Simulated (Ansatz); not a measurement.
# (BeO)2(BN)2 [0001] superlattice, started as wurtzite: relaxing the cell for a phonon run

Task: relax (BeO)2(BN)2 [0001] superlattice, started as wurtzite tightly.

Program: Ansatz 0.2.0. Level of theory: DFT LDA, scalar-relativistic, plane waves, PAW. Results are calculated unless marked as measured.

The structure was built from a prototype and need not be the compound's stable phase.

## (1) The starting structure

Symmetry: P3m1, No. 156, trigonal system. Conventional cell: a = 2.625 Å, b = 2.625 Å, c = 8.600 Å, α = 90.00°, β = 90.00°, γ = 120.00°. Nearest to B lie 3 O at 1.61 Å and 1 N at 1.61 Å. Nearest to B lie 4 N at 1.61 Å. Nearest to Be lie 3 N at 1.61 Å and 1 O at 1.61 Å. Nearest to Be lie 4 O at 1.61 Å. Nearest to N lie 4 B at 1.61 Å. N has 3 Be at 1.61 Å and 1 B at 1.61 Å nearest. Farther neighbours and most contacts between anions are not listed.

Coordinates:

```
B Be N O
1.0
     2.62500    0.00000    0.00000
    -1.31250    2.27332    0.00000
     0.00000    0.00000    8.60000
B Be N O
2 2 2 2
Direct
  0.33333 0.66667 0.50000
  0.66667 0.33333 0.75000
  0.33333 0.66667 0.00000
  0.66667 0.33333 0.25000
  0.33333 0.66667 0.68750
  0.66667 0.33333 0.93750
  0.33333 0.66667 0.18750
  0.66667 0.33333 0.43750
```

## (2) Probe on a coarse mesh

A quick single point on a coarse mesh tells whether the cell has a gap and how far it is from rest, which sets the k mesh and smearing that follow.

Input file input.yaml:

```yaml
crystal:
  lattice:
    - [2.625, 0.0, 0.0]
    - [-1.3125, 2.27332, 0.0]
    - [0.0, 0.0, 8.6]
  atoms:
    - { symbol: B, position: [0.333333, 0.666667, 0.5] }
    - { symbol: B, position: [0.666667, 0.333333, 0.75] }
    - { symbol: Be, position: [0.333333, 0.666667, 0.0] }
    - { symbol: Be, position: [0.666667, 0.333333, 0.25] }
    - { symbol: "N", position: [0.333333, 0.666667, 0.6875] }
    - { symbol: "N", position: [0.666667, 0.333333, 0.9375] }
    - { symbol: O, position: [0.333333, 0.666667, 0.1875] }
    - { symbol: O, position: [0.666667, 0.333333, 0.4375] }
kpoints:
  mp_grid: { grid: [9, 9, 2] }
hamiltonian:
  xc: lda
scf:
  occupations: { method: gaussian, width: 0.1 }
output:
  forces: true
  stress: true
  eigenvalues: true
```

Launch:

```bash
> ansatz run input.yaml --threads 8 --pin off --max-ram 14336MiB --backend cpu --events-out ev --progress --plain --runs-dir out
```

Numbers of over 12 decimals in the logs are rounded to 6 here.

The program printed:

```text
[...]
k-point 0: bands = [... 12 lower, 7.6924, 8.6916, 11.2192, 12.4796, 12.4796, 14.6979, 14.6979, 17.0328, ... 3 higher]
  k-point 1: bands = [... 12 lower, 7.6944, 8.1413, 11.4044, 12.4811, 12.4811, 14.6914, 14.6914, 16.9004, ... 3 higher]
  k-point 2: bands = [... 12 lower, 7.3601, 8.6136, 11.5539, 11.9036, 12.2365, 14.4937, 15.0896, 17.3835, ... 3 higher]
  k-point 23: bands = [... 12 lower, 4.9639, 7.0306, 8.0877, 8.6375, 13.5277, 16.1824, 16.7900, 16.7936, ... 3 higher]
[key lines of the parts left out:]
SCF converged after 10 iterations
Free energy (F): -2341.014967 eV
Fermi energy:    11.804439 eV
P = ⅓ Tr σ = -3.6615 GPa (-36.615 kbar)
```

Elapsed: 1.3 s, on 8 threads of Intel Xeon 6975P-C (Granite Rapids), shared host; peak memory 0.45 GiB; 3 s of CPU time.

This step gave:

```yaml
pressure: -3.661 GPa
volume_per_atom: 6.415 Å³
gap_on_the_k_mesh: 0 eV
```

The coarse mesh shows no gap and a pressure of -3.7 GPa.

## (3) Coarse relaxation

The start is far from rest, so a relaxation with loose tolerances brings it close first.

input.yaml, as its differences from that of step 2:

```diff
@@ -15,3 +15,3 @@
 kpoints:
-  mp_grid: { grid: [9, 9, 2] }
+  mp_grid: { grid: [9, 9, 4] }
 hamiltonian:
@@ -24 +24,6 @@
   eigenvalues: true
+relax:
+  adjacent_minimum: "off"
+  f_tol: 0.05
+  max_steps: 80
+  cell: { stress_tol: 0.5 }
```

The program printed:

```text
[...]
Crystal: 8 atoms, lattice volume = 51.320 Å³
Basis set: ecut = 420 eV, 1019 PW (Γ)
Bands: 24, of which v1, the nominal top of the filled ones, is band 16 counted from 1 (15 counted from 0)
Symmetry: 6 space group operations
[...]
k-points: 43 of 324 (time reversal used)
[...]
atoms:
    - { symbol: B, position: [0.333333, 0.666667, 0.539547] }
    - { symbol: B, position: [0.666667, 0.333333, 0.771806] }
    - { symbol: Be, position: [0.333333, 0.666667, -0.022467] }
    - { symbol: Be, position: [0.666667, 0.333333, 0.163102] }
    - { symbol: N, position: [0.333333, 0.666667, 0.703523] }
    - { symbol: N, position: [0.666667, 0.333333, 0.933901] }
    - { symbol: O, position: [0.333333, 0.666667, 0.179018] }
    - { symbol: O, position: [0.666667, 0.333333, 0.481571] }
[key lines of the parts left out:]
SCF converged after 5 iterations
Free energy (F): -2342.703981 eV
Fermi energy:    10.890940 eV
P = ⅓ Tr σ = 0.0862 GPa (0.862 kbar)
```

It took 8.8 s on 8 threads; peak memory 0.54 GiB; 56 s of CPU time.

The steps of the relaxation:

| step | energy less that of the first step (eV) | largest force component (eV/Å) | pressure (GPa) | volume (Å³) |
| --- | --- | --- | --- | --- |
| 1 | 0.0000 | 4.0283 | -3.66 | 51.32 |
| 2 | -0.7916 | 3.1537 | -1.77 | 50.97 |
| 3 | -1.2005 | 3.7690 | 9.52 | 50.90 |
| 4 | -1.4243 | 1.2098 | -0.22 | 52.47 |
| 5 | -1.4997 | 0.7936 | -1.20 | 53.05 |
| 6 | -1.5902 | 0.3122 | -0.46 | 53.17 |
| 7 | -1.6196 | 0.4818 | -0.86 | 53.91 |
| 8 | -1.6436 | 0.3573 | 0.14 | 53.55 |
| 9 | -1.6359 | 0.4531 | 1.81 | 53.21 |
| 10 | -1.6572 | 0.1458 | -0.82 | 53.80 |
| 11 | -1.6630 | 0.2036 | -0.10 | 53.61 |
| 12 | -1.6648 | 0.0722 | -0.11 | 53.43 |
| 13 | -1.6644 | 0.0183 | -0.03 | 53.55 |
| 14* | -1.6872 | 0.0223 | 0.56 | 53.55 |
| 15 | -1.6847 | 0.0488 | 0.03 | 54.08 |
| 16* | -1.6889 | 0.0497 | 0.09 | 54.08 |

Relaxation steps marked * repeat the geometry before them on a plane-wave basis chosen anew for their cell, so energy and pressure can jump there. Relaxation step 9 was tried and not accepted.

The run keeps the 6 symmetry operations that it works with, so distortions that break them were not tested.

| conventional cell, symmetrised | before | after | change |
| --- | --- | --- | --- |
| a (Å) | 2.625 | 2.634 | +0.3 % |
| b (Å) | 2.625 | 2.634 | +0.3 % |
| c (Å) | 8.600 | 9.002 | +4.7 % |
| volume (Å³/atom) | 6.42 | 6.76 | +5.4 % |

The atoms that moved most (Å, as changes of fractional coordinates times the final cell):

| atom | dx | dy | dz | length |
| --- | --- | --- | --- | --- |
| Be4 | 0.000 | 0.000 | -0.782 | 0.782 |
| O8 | 0.000 | 0.000 | 0.397 | 0.397 |
| B1 | 0.000 | 0.000 | 0.356 | 0.356 |
| Be3 | 0.000 | 0.000 | -0.202 | 0.202 |
| B2 | 0.000 | 0.000 | 0.196 | 0.196 |
| N5 | 0.000 | 0.000 | 0.144 | 0.144 |
| O7 | 0.000 | 0.000 | -0.076 | 0.076 |
| N6 | 0.000 | 0.000 | -0.032 | 0.032 |

The relaxed structure:

```cif
data_structure
_symmetry_space_group_name_H-M 'P 1'
_symmetry_Int_Tables_number 1
_cell_length_a 2.6339
_cell_length_b 2.6339
_cell_length_c 9.0020
_cell_angle_alpha 90.000
_cell_angle_beta 90.000
_cell_angle_gamma 120.000
_cell_volume 54.08
loop_
_atom_site_label
_atom_site_type_symbol
_atom_site_fract_x
_atom_site_fract_y
_atom_site_fract_z
_atom_site_occupancy
B1 B 0.33333 0.66667 0.53955 1
B2 B 0.66667 0.33333 0.77181 1
Be3 Be 0.33333 0.66667 0.97753 1
Be4 Be 0.66667 0.33333 0.16310 1
N5 N 0.33333 0.66667 0.70352 1
N6 N 0.66667 0.33333 0.93390 1
O7 O 0.33333 0.66667 0.17902 1
O8 O 0.66667 0.33333 0.48157 1
```

This step gave:

```
pressure           : 0.08616 GPa
gap on the k-mesh  : 2.466 eV
volume per atom    : 6.760 Å³
direct gap on mesh : 2.466 eV
```

In this step the volume went from 6.42 to 6.76 Å³/atom.

## (4) Bringing the structure to rest

Harmonic phonons are second derivatives at a point where the forces vanish, and they are wanted at zero stress, so atoms and cell are relaxed first.

Input file input.yaml:

```yaml
crystal:
  lattice:
    - [2.633889248, 0.0, 0.0]
    - [-1.316944624, 2.2810149995, 0.0]
    - [0.0, 0.0, 9.0020146059]
  atoms:
    - { symbol: B, position: [0.3333333333, 0.6666666667, 0.5395468421] }
    - { symbol: B, position: [0.6666666667, 0.3333333333, 0.7718055779] }
    - { symbol: Be, position: [0.3333333333, 0.6666666667, -0.0224666655] }
    - { symbol: Be, position: [0.6666666667, 0.3333333333, 0.1631017661] }
    - { symbol: "N", position: [0.3333333333, 0.6666666667, 0.7035231314] }
    - { symbol: "N", position: [0.6666666667, 0.3333333333, 0.9339009025] }
    - { symbol: O, position: [0.3333333333, 0.6666666667, 0.1790175608] }
    - { symbol: O, position: [0.6666666667, 0.3333333333, 0.4815708847] }
kpoints:
  mp_grid: { grid: [12, 12, 4] }
hamiltonian:
  xc: lda
scf:
  occupations: { method: gaussian, width: 0.02 }
output:
  forces: true
  stress: true
  eigenvalues: true
  write_density: true
  write_potential: true
  elf: true
  volumetric_format: npy
relax:
  adjacent_minimum: "off"
  f_tol: 0.005
  max_steps: 80
  cell: { stress_tol: 0.05 }
```

The program printed:

```text
[...]
Crystal: 8 atoms, lattice volume = 54.084 Å³
Basis set: ecut = 420 eV, 1069 PW (Γ)
Bands: 24, of which v1, the nominal top of the filled ones, is band 16 counted from 1 (15 counted from 0)
Symmetry: 6 space group operations
[...]
k-points: 69 of 576 (time reversal used)
[...]
SCF iter   1: F=—  HF=-2342.750440 eV  |F-HF|=—  |Δ(HF+E_count)|=         —  Δρ=1.42e-2  dr2=1.48e-1  ethr=1.77e-3  ⟨swp⟩=6.1  Hψ=8807  notcnv=0  defer=1
[...]
SCF iter   8: F=-2342.704044 eV  HF=-2342.704044 eV  |F-HF|=3.20e-8  |Δ(HF+E_count)|=   2.41e-8  Δρ=1.19e-5  dr2=4.19e-8  ethr=3.13e-10  ⟨swp⟩=14.5  Hψ=11353  notcnv=0
SCF 1 converged in 8 iterations: F = -2342.704044 eV  dr2 = 4.19e-8
[...]
relax step   1: F+E_penalty+E_count = -2342.70404440 eV  Δ(F+E_penalty+E_count) = +0.000e0 eV  max|allowed force component| = 4.978e-2 eV/Å  Δτ_max = 0.0000 Å  P = +0.086 GPa  Ω = 54.084 Å³  (8 SCF iters, dr2 threshold 1.00e-7 eV, accepted)
Crystal: 8 atoms, lattice volume = 54.154 Å³
[...]
SCF iter   5: F=-2342.703689 eV  HF=-2342.703689 eV  |F-HF|=6.57e-8  |Δ(HF+E_count)|=   4.12e-7  Δρ=2.37e-5  dr2=1.40e-7  ethr=4.84e-10  ⟨swp⟩=7.5  Hψ=10575  notcnv=0
SCF 2 converged in 5 iterations: F = -2342.703689 eV  dr2 = 1.40e-7
relax step   2: F+E_penalty+E_count = -2342.70368862 eV  Δ(F+E_penalty+E_count) = +3.558e-4 eV  max|allowed force component| = 2.606e-2 eV/Å  Δτ_max = 0.0046 Å  P = +0.041 GPa  Ω = 54.154 Å³  energy of the carried Pulay correction = -5.124e-4 eV  (5 SCF iters, dr2 threshold 1.55e-7 eV, accepted)
Crystal: 8 atoms, lattice volume = 54.152 Å³
[...]
SCF iter   5: F=-2342.703728 eV  HF=-2342.703728 eV  |F-HF|=4.02e-9  |Δ(HF+E_count)|=   1.23e-8  Δρ=5.30e-6  dr2=8.03e-9  ethr=1.33e-10  ⟨swp⟩=7.9  Hψ=8482  notcnv=0
SCF 3 converged in 5 iterations: F = -2342.703728 eV  dr2 = 8.03e-9
relax step   3: F+E_penalty+E_count = -2342.70372838 eV  Δ(F+E_penalty+E_count) = -3.977e-5 eV  max|allowed force component| = 1.349e-2 eV/Å  Δτ_max = 0.0015 Å  P = +0.008 GPa  Ω = 54.152 Å³  energy of the carried Pulay correction = -5.028e-4 eV  (5 SCF iters, dr2 threshold 4.24e-8 eV, accepted)
[...]
relax step   4: F+E_penalty+E_count = -2342.70360866 eV  Δ(F+E_penalty+E_count) = +1.197e-4 eV  max|allowed force component| = 7.791e-3 eV/Å  Δτ_max = 0.0011 Å  P = -0.021 GPa  Ω = 54.170 Å³  energy of the carried Pulay correction = -6.317e-4 eV  (5 SCF iters, dr2 threshold 1.14e-8 eV, accepted)
[...]
relax step   5: F+E_penalty+E_count = -2342.70364428 eV  Δ(F+E_penalty+E_count) = -3.563e-5 eV  max|allowed force component| = 2.433e-3 eV/Å  Δτ_max = 0.0003 Å  P = -0.006 GPa  Ω = 54.166 Å³  energy of the carried Pulay correction = -5.997e-4 eV  (5 SCF iters, dr2 threshold 3.79e-9 eV, accepted)
[...]
SCF iter   1: F=—  HF=-2342.704402 eV  |F-HF|=—  |Δ(HF+E_count)|=         —  Δρ=2.47e-5  dr2=4.66e-8  ethr=9.99e-7  ⟨swp⟩=3.0  Hψ=13186  notcnv=0
eigensolver tolerance schedule: the retry pair's looser diagonalisation over-reported the residual by 6861.78 of it (diagonalisation noise at an unbounded share of the residual, at the tolerance the schedule requests for it); recorded, not acted on — ethr = c·dr2/N_el stays at c = 1.0e-1
[...]
SCF iter   2: F=—  HF=-2342.704403 eV  |F-HF|=—  |Δ(HF+E_count)|=   2.39e-7  Δρ=1.15e-5  dr2=1.17e-8  ethr=1.46e-10  ⟨swp⟩=2.9  Hψ=3209  notcnv=0
[...]
SCF iter   5: F=-2342.704403 eV  HF=-2342.704403 eV  |F-HF|=1.59e-11  |Δ(HF+E_count)|=  7.09e-11  Δρ=2.98e-7  dr2=2.95e-11  ethr=1.00e-12  ⟨swp⟩=7.0  Hψ=7082  notcnv=0
SCF 6 converged in 5 iterations: F = -2342.704403 eV  dr2 = 2.95e-11
relax step   6: F+E_penalty+E_count = -2342.70440272 eV  Δ(F+E_penalty+E_count) = -7.584e-4 eV  max|allowed force component| = 2.395e-3 eV/Å  Δτ_max = 0.0000 Å  P = +0.012 GPa  Ω = 54.166 Å³  stress off target by 4.49e-2 GPa  SCF on the basis re-selected at this cell (its energy is not comparable with the rows above)  (5 SCF iters)
[...]
SCF converged after 5 iterations
Free energy (F): -2342.704403 eV
[...]
Internal energy: -2342.704403 eV  (E = F + TS)
E sigma→0 (E₀):  -2342.704403 eV
Fermi energy:    10.842273 eV
[...]
--- Forces (eV/Å), atoms counted from 1 ---
  atom   1  B      0.00000000     0.00000000    -0.00081777
  atom   2  B      0.00000000    -0.00000000     0.00019369
  atom   3  Be     0.00000000     0.00000000    -0.00176814
  atom   4  Be     0.00000000    -0.00000000     0.00239502
  atom   5  N      0.00000000    -0.00000000     0.00085928
  atom   6  N     -0.00000000     0.00000000     0.00016836
  atom   7  O     -0.00000000    -0.00000000    -0.00156626
  atom   8  O      0.00000000    -0.00000000     0.00053397
  max |Σ_I F_I| component: 1.84e-6 eV/Å
--- Stress (GPa, compression-positive) ---
       -0.005100       0.000000       0.000000
        0.000000      -0.005100      -0.000000
        0.000000      -0.000000       0.044932
  P = ⅓ Tr σ = 0.0116 GPa (0.116 kbar)
--- Band table (eV; the first three rows and the last of 69) ---
  k-point 0: bands = [... 12 lower, 6.9469, 6.9469, 9.6269, 9.6269, 12.1029, 15.1666, 15.1666, 15.4133, ... 4 higher]
  k-point 1: bands = [... 12 lower, 6.9469, 6.9469, 9.6265, 9.6265, 12.1440, 15.1649, 15.1649, 15.3523, ... 4 higher]
  k-point 2: bands = [... 12 lower, 6.9476, 6.9476, 9.6267, 9.6267, 12.1846, 15.1634, 15.1634, 15.2963, ... 4 higher]
  k-point 68: bands = [... 12 lower, 4.5707, 4.5808, 5.3254, 6.8240, 13.9092, 16.8052, 17.0743, 17.2190, ... 4 higher]
--- Relaxed structure (5 steps of the walk, 5 accepted, 1 SCFs on fresh bases) ---
[...]
cell:  # Å, volume = 54.1655 Å³
    - [2.633914, 0, 4.402679181247761e-19]
    - [-1.316957, 2.281037, -2.201339590624029e-19]
    - [1.5047323012907931e-18, 0, 9.015483]
  atoms:
    - { symbol: B, position: [0.333333, 0.666667, 0.540092] }
    - { symbol: B, position: [0.666667, 0.333333, 0.771766] }
    - { symbol: Be, position: [0.333333, 0.666667, -0.022865] }
    - { symbol: Be, position: [0.666667, 0.333333, 0.162553] }
    - { symbol: N, position: [0.333333, 0.666667, 0.703838] }
    - { symbol: N, position: [0.666667, 0.333333, 0.933683] }
    - { symbol: O, position: [0.333333, 0.666667, 0.178865] }
    - { symbol: O, position: [0.666667, 0.333333, 0.482069] }
```

Wall time 4.5 s (8 threads); peak memory 0.57 GiB.

The steps of the relaxation:

| step | energy less that of the first step (eV) | largest force component (eV/Å) | pressure (GPa) | volume (Å³) |
| --- | --- | --- | --- | --- |
| 1 | 0.0000 | 0.0498 | 0.09 | 54.08 |
| 2 | 0.0004 | 0.0261 | 0.04 | 54.15 |
| 3 | 0.0003 | 0.0135 | 0.01 | 54.15 |
| 4 | 0.0004 | 0.0078 | -0.02 | 54.17 |
| 5 | 0.0004 | 0.0024 | -0.01 | 54.17 |
| 6* | -0.0004 | 0.0024 | 0.01 | 54.17 |

Relaxation steps marked * repeat the geometry before them on a plane-wave basis chosen anew for their cell, so energy and pressure can jump there.

Forces are held to the 6 operations that the run works with; a distortion that breaks them can't arise in this run.

| conventional cell, symmetrised | before | after | change |
| --- | --- | --- | --- |
| a (Å) | 2.634 | 2.634 | +0.0 % |
| b (Å) | 2.634 | 2.634 | +0.0 % |
| c (Å) | 9.002 | 9.015 | +0.1 % |
| volume (Å³/atom) | 6.76 | 6.77 | +0.2 % |

Numbers from this step:

- pressure: 0.01158 GPa
- gap on the k-mesh: 2.431 eV
- volume per atom: 6.771 Å³
- direct gap on mesh: 2.476 eV

(Part 1 of 2 ends here.)

[Logs are printed without paths, hosts, clocks, repeated set-up lines and the standing remarks that a program may print on its own settings, such as how far it seeks lower states.]

[Hosts, paths, dates, database ids (printed as entryN), source tags and the programs' standing remarks are cut or masked in the printed files.]
